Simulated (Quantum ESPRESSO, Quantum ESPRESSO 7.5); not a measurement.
# Y(0001), 4 layers: cutoff convergence

Wanted: the cheapest sound input for Y(0001), 4 layers, from a series that sets result against time.

Main program and level: Quantum ESPRESSO 7.5; plane-wave DFT, PBE, SSSP efficiency pseudopotentials.

**1. Starting point**

The cell holds 4 atoms: 4 Y. Cell: a = 3.650 Å, b = 3.650 Å, c = 24.601 Å, α = 90.0°, β = 90.0°, γ = 60.0°. It derives from Y. Vacuum lies along c.

As a file:

```cif
data_structure
_symmetry_space_group_name_H-M 'P 1'
_symmetry_Int_Tables_number 1
_cell_length_a 3.6500
_cell_length_b 3.6500
_cell_length_c 24.6012
_cell_angle_alpha 90.000
_cell_angle_beta 90.000
_cell_angle_gamma 60.000
_cell_volume 283.84
loop_
_atom_site_label
_atom_site_type_symbol
_atom_site_fract_x
_atom_site_fract_y
_atom_site_fract_z
_atom_site_occupancy
Y1 Y 0.66667 0.66667 0.82519 1
Y2 Y 0.00000 0.00000 0.94173 1
Y3 Y 0.66667 0.66667 0.05827 1
Y4 Y 0.00000 0.00000 0.17481 1
```

**2. Self-consistent run: ecutwfc 68 Ry, ecutrho 544 Ry**

The first run is the reference of the series.

Contents of c0.in:

```
&control
  prefix = 'c0'
  outdir = './out'
  pseudo_dir = './pseudo'
  calculation = 'scf'
  tprnfor = .true.
/
&system
  ibrav = 0
  nat = 4
  ntyp = 1
  ecutwfc = 68
  ecutrho = 544
  occupations = 'smearing'
  smearing = 'mv'
  degauss = 0.02
  assume_isolated = 'esm'
  esm_bc = 'bc1'
/
&electrons
  conv_thr = 1e-07
  mixing_beta = 0.4
  electron_maxstep = 120
  mixing_mode = 'local-TF'
/
ATOMIC_SPECIES
  Y   88.9058  Y_pbe_v1.uspp.F.UPF
CELL_PARAMETERS angstrom
  3.65000000000000 0.00000000000000 0.00000000000000
  1.82500000000000 3.16099272381320 0.00000000000000
  0.00000000000000 0.00000000000000 24.60122500000000
ATOMIC_POSITIONS crystal
  Y   0.666666666700 0.666666666700 -0.174812941225
  Y   0.000000000000 0.000000000000 -0.058270980408
  Y   0.666666666700 0.666666666700 0.058270980408
  Y   0.000000000000 0.000000000000 0.174812941225
K_POINTS automatic
  6 6 1 0 0 0
```

Command:

```sh
$ OMP_NUM_THREADS=1 mpirun -n 4 pw.x -nk 2 -in c0.in > c0.out
```

The program printed:

```text
Program PWSCF v.7.5 starts
[citation notice left out]

     Parallel version (MPI & OpenMP), running on       4 processor cores
     Number of MPI processes:                 4
     Threads/MPI process:                     1

     MPI processes distributed on     1 nodes
[...]
Current dimensions of program PWSCF are:
     Max number of different atomic species (ntypx) = 10
     Max number of k-points (npk) =  40000
     Max angular momentum in pseudopotentials (lmaxx) =  4
     Message from routine setup:
     using ibrav=0 with symmetry is DISCOURAGED, use correct ibrav instead

     K-points division:     npool     =       2
     R & G space division:  proc/nbgrp/npool/nimage =       2
     Subspace diagonalization in iterative solution of the eigenvalue problem:
     a serial algorithm will be used

     Parallelization info
     --------------------
     sticks:   dense  smooth     PW     G-vecs:    dense   smooth      PW
     Min         894     444    126               205336    72424   11320
     Max         895     445    127               205361    72445   11347
     Sum        1789     889    253               410697   144869   22667

     Using Slab Decomposition

     bravais-lattice index     =            0
     lattice parameter (alat)  =       6.8975  a.u.
     unit-cell volume          =    1915.4450 (a.u.)^3
     number of atoms/cell      =            4
     number of atomic types    =            1
     number of electrons       =        44.00
     number of Kohn-Sham states=           26
     kinetic-energy cutoff     =      68.0000  Ry
     charge density cutoff     =     544.0000  Ry
     scf convergence threshold =      1.0E-07
     mixing beta               =       0.4000
     number of iterations used =            8  local-TF  mixing
     Exchange-correlation= SLA  PW   PBE  PBE
                           (   1   4   3   4   0   0   0)

     Effective Screening Medium Method
     =================================
     Boundary Conditions: Vacuum-Slab-Vacuum
     total charge in unit cell        =   0.0000
     grid points for fit at edges     =        4

     celldm(1)=   6.897500  celldm(2)=   0.000000  celldm(3)=   0.000000
     celldm(4)=   0.000000  celldm(5)=   0.000000  celldm(6)=   0.000000

     crystal axes: (cart. coord. in units of alat)
               a(1) = (   1.000000   0.000000   0.000000 )
               a(2) = (   0.500000   0.866025   0.000000 )
               a(3) = (   0.000000   0.000000   6.740062 )

     reciprocal axes: (cart. coord. in units 2 pi/alat)
               b(1) = (  1.000000 -0.577350  0.000000 )
               b(2) = (  0.000000  1.154701  0.000000 )
               b(3) = (  0.000000  0.000000  0.148367 )

     PseudoPot. # 1 for Y  read from file:
     ./pseudo/Y_pbe_v1.uspp.F.UPF
     Pseudo is Ultrasoft + core correction, Zval = 11.0
     Generated by new atomic code, or converted to UPF format
     Using radial grid of  885 points,  6 beta functions with:
                l(1) =   0
                l(2) =   0
                l(3) =   1
                l(4) =   1
                l(5) =   2
                l(6) =   2
     Q(r) pseudized with  6 coefficients,  rinner =    1.200   1.200   1.200
                                                       1.200   1.200

     atomic species   valence    mass     pseudopotential
     Y                11.00    88.90580     Y ( 1.00)

     12 Sym. Ops., with inversion, found ( 6 have fractional translation)

   Cartesian axes

     site n.     atom                  positions (alat units)
         1        Y      tau(   1) = (   1.0000000   0.5773503  -1.1782500  )
         2        Y      tau(   2) = (   0.0000000   0.0000000  -0.3927500  )
         3        Y      tau(   3) = (   1.0000000   0.5773503   0.3927500  )
         4        Y      tau(   4) = (   0.0000000   0.0000000   1.1782500  )

     number of k points=     7  Marzari-Vanderbilt smearing, width (Ry)=  0.0200
                       cart. coord. in units 2pi/alat
        k(    1) = (   0.0000000   0.0000000   0.0000000), wk =   0.0555556
        k(    2) = (   0.0000000   0.1924501   0.0000000), wk =   0.3333333
        k(    3) = (   0.0000000   0.3849002   0.0000000), wk =   0.3333333
        k(    4) = (   0.0000000  -0.5773503   0.0000000), wk =   0.1666667
        k(    5) = (   0.1666667   0.2886751   0.0000000), wk =   0.3333333
        k(    6) = (   0.1666667  -0.6735753   0.0000000), wk =   0.6666667
        k(    7) = (   0.3333333  -0.5773503   0.0000000), wk =   0.1111111

     Dense  grid:   410697 G-vectors     FFT dimensions: (  54,  54, 360)

     Smooth grid:   144869 G-vectors     FFT dimensions: (  45,  45, 250)

     Estimated max dynamical RAM per process >     458.91 MB

     Estimated total dynamical RAM >       1.69 GB

     Initial potential from superposition of free atoms

     starting charge      43.9821, renormalised to      44.0000

     negative rho (up, down):  1.745E-01 0.000E+00
     Starting wfcs are   52 randomized atomic wfcs

     total cpu time spent up to now is        2.4 secs

     per-process dynamical memory:   130.9 Mb

     Self-consistent Calculation

     iteration #  1     ecut=    68.00 Ry     beta= 0.40
     Davidson diagonalization with overlap
     ethr =  1.00E-02,  avg # of iterations =  1.0

     negative rho (up, down):  1.729E-01 0.000E+00

     total cpu time spent up to now is        5.5 secs

     total energy              =    -349.87940933 Ry
     estimated scf accuracy    <       1.84458780 Ry

     iteration #  2     ecut=    68.00 Ry     beta= 0.40
[...]
negative rho (up, down):  1.704E-01 0.000E+00

[...]
total energy              =    -349.73530806 Ry
     estimated scf accuracy    <       1.10681403 Ry

     iteration #  3     ecut=    68.00 Ry     beta= 0.40
[...]
negative rho (up, down):  1.715E-01 0.000E+00

[...]
total energy              =    -349.79011996 Ry
     estimated scf accuracy    <       0.12744941 Ry

     iteration #  4     ecut=    68.00 Ry     beta= 0.40
[...]
c_bands:  1 eigenvalues not converged
[...]
negative rho (up, down):  1.715E-01 0.000E+00

[...]
total energy              =    -349.85094187 Ry
     estimated scf accuracy    <       0.15743684 Ry

     iteration #  5     ecut=    68.00 Ry     beta= 0.40
[...]
negative rho (up, down):  1.724E-01 0.000E+00

[...]
total energy              =    -349.89190205 Ry
     estimated scf accuracy    <       0.07590667 Ry

     iteration #  8     ecut=    68.00 Ry     beta= 0.40
[...]
negative rho (up, down):  1.727E-01 0.000E+00

[...]
total energy              =    -349.88263291 Ry
     estimated scf accuracy    <       0.09347261 Ry

     iteration #  9     ecut=    68.00 Ry     beta= 0.40
[...]
negative rho (up, down):  1.764E-01 0.000E+00

[...]
total energy              =    -349.88526209 Ry
     estimated scf accuracy    <       0.00437407 Ry

     iteration # 10     ecut=    68.00 Ry     beta= 0.40
[...]
c_bands:  1 eigenvalues not converged
     c_bands:  3 eigenvalues not converged
     c_bands:  2 eigenvalues not converged
     c_bands:  3 eigenvalues not converged
[...]
negative rho (up, down):  1.736E-01 0.000E+00

[...]
total energy              =    -349.88869783 Ry
     estimated scf accuracy    <       0.10773907 Ry

     iteration # 11     ecut=    68.00 Ry     beta= 0.40
[...]
c_bands:  1 eigenvalues not converged
[...]
negative rho (up, down):  1.748E-01 0.000E+00

[...]
total energy              =    -349.88733214 Ry
     estimated scf accuracy    <       0.02426406 Ry

     iteration # 12     ecut=    68.00 Ry     beta= 0.40
[...]
negative rho (up, down):  1.742E-01 0.000E+00

[...]
total energy              =    -349.88836508 Ry
     estimated scf accuracy    <       0.00037278 Ry

     iteration # 13     ecut=    68.00 Ry     beta= 0.40
[...]
c_bands:  3 eigenvalues not converged
     c_bands:  5 eigenvalues not converged
     c_bands:  4 eigenvalues not converged
[...]
negative rho (up, down):  1.744E-01 0.000E+00

[...]
total energy              =    -349.88990458 Ry
     estimated scf accuracy    <       0.00346659 Ry

     iteration # 14     ecut=    68.00 Ry     beta= 0.40
[...]
c_bands:  1 eigenvalues not converged
     c_bands:  1 eigenvalues not converged
[...]
negative rho (up, down):  1.743E-01 0.000E+00

[...]
total energy              =    -349.89003748 Ry
     estimated scf accuracy    <       0.00303331 Ry

[...]
iteration # 26     ecut=    68.00 Ry     beta= 0.40
[...]
negative rho (up, down):  1.734E-01 0.000E+00

[...]
total energy              =    -349.88936263 Ry
     estimated scf accuracy    <       0.00002003 Ry

     iteration # 27     ecut=    68.00 Ry     beta= 0.40
[...]
negative rho (up, down):  1.734E-01 0.000E+00

[...]
total energy              =    -349.88935580 Ry
     estimated scf accuracy    <       0.00001169 Ry

     iteration # 28     ecut=    68.00 Ry     beta= 0.40
[...]
negative rho (up, down):  1.735E-01 0.000E+00

[...]
total energy              =    -349.88934135 Ry
     estimated scf accuracy    <       0.00000636 Ry

     iteration # 29     ecut=    68.00 Ry     beta= 0.40
[...]
negative rho (up, down):  1.735E-01 0.000E+00

[...]
total energy              =    -349.88934776 Ry
     estimated scf accuracy    <       0.00000147 Ry

     iteration # 30     ecut=    68.00 Ry     beta= 0.40
[...]
negative rho (up, down):  1.735E-01 0.000E+00

[...]
total energy              =    -349.88935505 Ry
     estimated scf accuracy    <       0.00000123 Ry

     iteration # 31     ecut=    68.00 Ry     beta= 0.40
[...]
negative rho (up, down):  1.735E-01 0.000E+00

[...]
total energy              =    -349.88935447 Ry
     estimated scf accuracy    <       0.00000016 Ry

     iteration # 32     ecut=    68.00 Ry     beta= 0.40
[...]
negative rho (up, down):  1.735E-01 0.000E+00

[...]
total energy              =    -349.88934849 Ry
     estimated scf accuracy    <       0.00000015 Ry

     iteration # 33     ecut=    68.00 Ry     beta= 0.40
[...]
negative rho (up, down):  1.735E-01 0.000E+00

[...]
End of self-consistent calculation

          k = 0.0000 0.0000 0.0000 ( 18033 PWs)   bands (ev):

   -46.4846 -46.4846 -45.9129 -45.8771 -26.5656 -26.5529 -26.2558 -26.2558
   -26.2557 -26.2557 -26.0318 -25.7524 -25.7204 -25.7204 -25.6768 -25.6768
    -7.7027  -7.0957  -6.2239  -5.3998  -3.1863  -3.1469  -2.5753  -2.2611
    -1.7894  -1.7561

          k = 0.0000 0.1925 0.0000 ( 18092 PWs)   bands (ev):

   -46.4761 -46.4761 -45.9023 -45.8708 -26.5457 -26.5383 -26.3510 -26.3488
   -26.2772 -26.2771 -26.0157 -25.8284 -25.7595 -25.7460 -25.7379 -25.6934
    -7.1494  -6.5620  -5.7083  -4.8878  -3.2472  -3.1164  -2.9955  -2.4483
    -2.3868  -2.2877

          k = 0.0000 0.3849 0.0000 ( 18102 PWs)   bands (ev):

   -46.4591 -46.4591 -45.8800 -45.8594 -26.5338 -26.5309 -26.5079 -26.5053
   -26.3197 -26.3195 -26.0310 -25.9939 -25.8659 -25.7949 -25.7645 -25.7282
    -5.8385  -5.4157  -4.8048  -4.2385  -3.6981  -3.5155  -3.3024  -2.9886
    -2.9209  -2.2595

          k = 0.0000-0.5774 0.0000 ( 18142 PWs)   bands (ev):

   -46.4505 -46.4505 -45.8670 -45.8553 -26.6182 -26.6159 -26.4973 -26.4922
   -26.3408 -26.3405 -26.0881 -26.0655 -25.8601 -25.8186 -25.7904 -25.7459
    -4.9754  -4.8976  -4.6801  -4.5240  -3.9245  -3.5664  -3.4122  -2.8372
    -2.7094  -2.0456

          k = 0.1667 0.2887 0.0000 ( 18131 PWs)   bands (ev):

   -46.4634 -46.4634 -45.8858 -45.8620 -26.5180 -26.5175 -26.4680 -26.4662
   -26.3281 -26.3272 -26.0105 -25.9304 -25.8652 -25.7781 -25.7601 -25.7371
    -6.1819  -5.6613  -4.8852  -4.1104  -3.4968  -3.4603  -3.1837  -3.1133
    -3.0131  -2.2837

          k = 0.1667-0.6736 0.0000 ( 18173 PWs)   bands (ev):

   -46.4506 -46.4506 -45.8671 -45.8553 -26.5727 -26.5711 -26.4944 -26.4908
   -26.3900 -26.3891 -26.0509 -26.0245 -25.8902 -25.8443 -25.7931 -25.7716
    -4.8746  -4.6475  -4.3235  -3.9932  -3.7446  -3.4852  -3.3553  -3.0647
    -2.9552  -2.4686

[...]
the Fermi energy is    -3.3091 ev

!    total energy              =    -349.88934798 Ry
     estimated scf accuracy    <       0.00000007 Ry
     smearing contrib. (-TS)   =      -0.00409961 Ry
     internal energy E=F+TS    =    -349.88524837 Ry

     The total energy is F=E-TS. E is the sum of the following terms:
     one-electron contribution =    4088.65511370 Ry
     hartree contribution      =   -2054.88513870 Ry
     xc contribution           =     -87.47277934 Ry
     ewald contribution        =   -2296.18244402 Ry

     convergence has been achieved in  33 iterations

     negative rho (up, down):  1.735E-01 0.000E+00

     Forces acting on atoms (cartesian axes, Ry/au):

     atom    1 type  1   force =     0.00000000    0.00000000    0.00702194
     atom    2 type  1   force =     0.00000000    0.00000000   -0.00748042
     atom    3 type  1   force =     0.00000000    0.00000000    0.00748042
     atom    4 type  1   force =     0.00000000    0.00000000   -0.00702194

     Total force =     0.014510     Total SCF correction =     0.001381

[...]
=------------------------------------------------------------------------------=
   JOB DONE.
=------------------------------------------------------------------------------=
[...]
```

The job ended after 2.4 min (4 MPI ranks of Arm Neoverse V1, shared host; peak memory 1.8 GiB; 9.5 min of CPU time).

Read from the output:

- free energy: -4760.4871 eV
- Fermi energy: -3.309 eV
- vacuum line at the lower end of the cell, over the Fermi level: 3.309 eV
- vacuum line at the upper end of the cell, over the Fermi level: 3.309 eV

The potential energy, planar mean oscillates, so the rows of the table below give means over windows of 1 Å about each position, cut where the curve ends. Its maxima inside the range that stand out by 2 % of the span (Å: eV): -2.9: 0.955, 0.0: 0.759, 2.9: 0.955. Its minima: -4.3: -20.6, -1.4: -20.2, 1.4: -20.2, 4.3: -20.6.

Electrostatic potential energy of an electron; zero at the Fermi level. Table of potential energy, planar mean by z; means over each step:

z (Å), potential energy, planar mean (eV) and a bar from the least value:
```
      -12        3.3 ##############################
      -11        3.3 ##############################
      -10        3.3 ##############################
       -9        3.3 ##############################
       -8        3.3 ##############################
       -7        3.1 ##############################
       -6        1.6 ###########################
       -5       -7.6 ###########
       -4      -14.4 
       -3       -0.1 ########################
       -2       -9.3 #########
       -1      -11.9 ####
        0        0.0 ########################
        1      -11.9 ####
        2       -9.3 #########
        3       -0.1 ########################
        4      -14.4 
        5       -7.6 ###########
        6        1.6 ###########################
        7        3.1 ##############################
        8        3.3 ##############################
        9        3.3 ##############################
       10        3.3 ##############################
       11        3.3 ##############################
       12        3.3 ##############################
```

The program's own clock; routines nest. Time by routine:

```
  routine  wall time (s)  calls
    PWSCF          142.8      1
electrons          139.4      1
  c_bands          86.69     33
  cegterg           77.3    133
    h_psi          64.33   1100
     fftw          62.66  25152
 vloc_psi           57.6   1100
 sum_band          20.16     33
  mix_rho          16.65     33
     ffts          11.03   3395
     newd           8.44     34
 v_of_rho           7.41     34
   calbec           4.38   1248
      fft           4.21    451
```

The vacuum levels are read from the outermost 0.7 Å of the cell on either side.

The run needed 33 iterations to bring the estimated error under 1e-07 Ry; the largest force on any atom, held or free, is 0.19 eV/Å.

Inside the slab this potential holds the local part of the pseudopotentials, which can be repulsive at the nuclei; only its value in the vacuum has a meaning of its own.

[end of part 1 of 3]

[Logs are printed without paths, hosts, clocks, repeated set-up lines and the standing remarks that a program may print on its own settings, such as how far it seeks lower states.]

[Hosts, paths, dates, database ids (printed as entryN), source tags and the programs' standing remarks are cut or masked in the printed files.]

[Maps of the electrostatic potential energy from Ansatz leave out the sawtooth potential of an applied field or a dipole correction, so their vacuum need not be flat; planar profiles and work functions include it.]
